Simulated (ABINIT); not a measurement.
Planning a run of ABINIT 10.8.3 on Selenium (P3_121, 3 atoms a cell). The input:

```
acell 3*1.0 Angstrom
rprim 
  4.366199999998 0.000000000000 0.000000000000
  -2.183099999999 3.781240118002 0.000000000000
  0.000000000000 0.000000000000 4.953600000000
ntypat 1
znucl 34
natom 3
typat 1 1 1
xred 
  0.225400000000 0.000000000000 0.333333333333
  0.000000000000 0.225400000000 0.666666666667
  0.774600000000 0.774600000000 -0.000000000000
pp_dirpath "pseudos"
pseudos "Se.upf"
ecut 48
ngkpt 3 3 2
nshiftk 1
shiftk 0 0 0
kptopt 1
chksymbreak 0
istwfk *1
occopt 1
irdwfk 1
optdriver 4
nband 82
gwcalctyp 28
ecutsigx 48
symsigma 0
nkptgw 6
kptgw 
  0.0000000000 0.0000000000 0.0000000000
  0.3333333333 0.0000000000 0.0000000000
  0.3333333333 0.3333333333 0.0000000000
  0.0000000000 0.0000000000 0.5000000000
  0.3333333333 0.0000000000 0.5000000000
  0.3333333333 0.3333333333 0.5000000000
bdgw 
  31 53
  31 53
  31 53
  31 53
  31 53
  31 53
ecuteps 3.2
irdscr 1
ppmodel 1
irdqps 1
rhoqpmix 0.3
indata_prefix "in"
outdata_prefix "out"
tmpdata_prefix "tmp"
```

```sh
OMP_NUM_THREADS=1 mpirun -n 4 abinit run.abi > log
```

Q: Estimate wall time and host memory on 4 MPI ranks of Arm Neoverse V2, shared host.

It took 81 s; on shared hardware allow 41 s to 2.7 min. Peak host memory was 2.5 GiB.

[Paths, hosts, dates, memory and timing lines, banners, echoed tables and standing remarks are left out of the program output.]

[Logs are printed without paths, hosts, clocks, repeated set-up lines and the standing remarks that a program may print on its own settings, such as how far it seeks lower states.]

[Runs of the session that timed out or met a known fault of the program may be left out.]

[Hosts, paths, dates, database ids (printed as entryN), source tags and the programs' standing remarks are cut or masked in the printed files.]

[G0W0 gaps are taken among the corrected bands and points alone; a level outside them can change the order at an edge.]

[Where Ansatz stands beside ABINIT at settings called matched, ABINIT's density can come from a denser mesh and the files from another edition; pairs whose starting gaps differed by over 0.03 eV were left out, so agreement reads better than it is.]
